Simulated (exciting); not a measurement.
Two BSE runs for the F K edge of LuSF, space group R-3m. Run A: exciting, all-electron LAPW+lo, LDA, exchange and screened direct term (singlet BSE), 3×3×3 shifted k points, 48 conduction bands, |G+q| up to 3 bohr⁻¹, full RPA screening with nempty = 80, Lorentzian half width 0.45 eV. Run B has a fault in its input.

Energy from the Kohn–Sham onset, core level to the lowest empty state found on the meshes used; one zero for both, scaled to A's maximum:

| E (eV) | A | B |
| --- | --- | --- |
| -5.0 | 0.01 | 0.04 |
| -4.5 | 0.01 | 0.05 |
| -4.0 | 0.02 | 0.07 |
| -3.5 | 0.02 | 0.12 |
| -3.0 | 0.02 | 0.24 |
| -2.5 | 0.03 | 0.63 |
| -2.0 | 0.04 | 0.63 |
| -1.5 | 0.07 | 0.37 |
| -1.0 | 0.14 | 0.48 |
| -0.5 | 0.30 | 1.08 |
| 0.0 | 0.40 | 1.72 |
| 0.5 | 0.31 | 0.81 |
| 1.0 | 0.24 | 0.37 |
| 1.5 | 0.30 | 0.22 |
| 2.0 | 0.55 | 0.16 |
| 2.5 | 0.98 | 0.14 |
| 3.0 | 0.77 | 0.14 |
| 3.5 | 0.51 | 0.14 |
| 4.0 | 0.36 | 0.14 |
| 4.5 | 0.29 | 0.15 |
| 5.0 | 0.26 | 0.16 |
| 5.5 | 0.24 | 0.17 |
| 6.0 | 0.26 | 0.15 |
| 6.5 | 0.28 | 0.11 |
| 7.0 | 0.23 | 0.09 |
| 7.5 | 0.18 | 0.08 |
| 8.0 | 0.14 | 0.07 |
| 8.5 | 0.11 | 0.07 |
| 9.0 | 0.11 | 0.08 |
| 9.5 | 0.10 | 0.08 |
| 10.0 | 0.09 | 0.09 |
| 10.5 | 0.09 | 0.12 |
| 11.0 | 0.11 | 0.15 |
| 11.5 | 0.13 | 0.18 |
| 12.0 | 0.15 | 0.22 |
| 12.5 | 0.20 | 0.24 |
| 13.0 | 0.25 | 0.22 |
| 13.5 | 0.28 | 0.19 |
| 14.0 | 0.28 | 0.16 |
| 14.5 | 0.27 | 0.14 |
| 15.0 | 0.28 | 0.12 |
| 15.5 | 0.24 | 0.10 |
| 16.0 | 0.19 | 0.08 |
| 16.5 | 0.17 | 0.08 |
| 17.0 | 0.14 | 0.07 |
| 17.5 | 0.12 | 0.07 |
| 18.0 | 0.12 | 0.09 |
| 18.5 | 0.14 | 0.09 |
| 19.0 | 0.15 | 0.10 |
| 19.5 | 0.16 | 0.10 |
| 20.0 | 0.17 | 0.09 |
| 20.5 | 0.16 | 0.07 |
| 21.0 | 0.14 | 0.06 |

**Question.** What most likely went wrong in run B?

Far too few empty states in the screening (empty states in the screening from 80 to 3). Against run A the r.m.s. difference is 114 %. Moving the earlier curve by -2.7 eV leaves 53 %. The highest maximum lies at -0.1 eV (1.75), against 2.6 eV (1.00). The first bright state moves from -0.56 to -2.27 eV. Too few states underscreen, so the attraction is too strong. Other settings could leave a like mark; this is the change that was made.

[Hosts, paths, dates, database ids (printed as entryN), source tags and the programs' standing remarks are cut or masked in the printed files.]
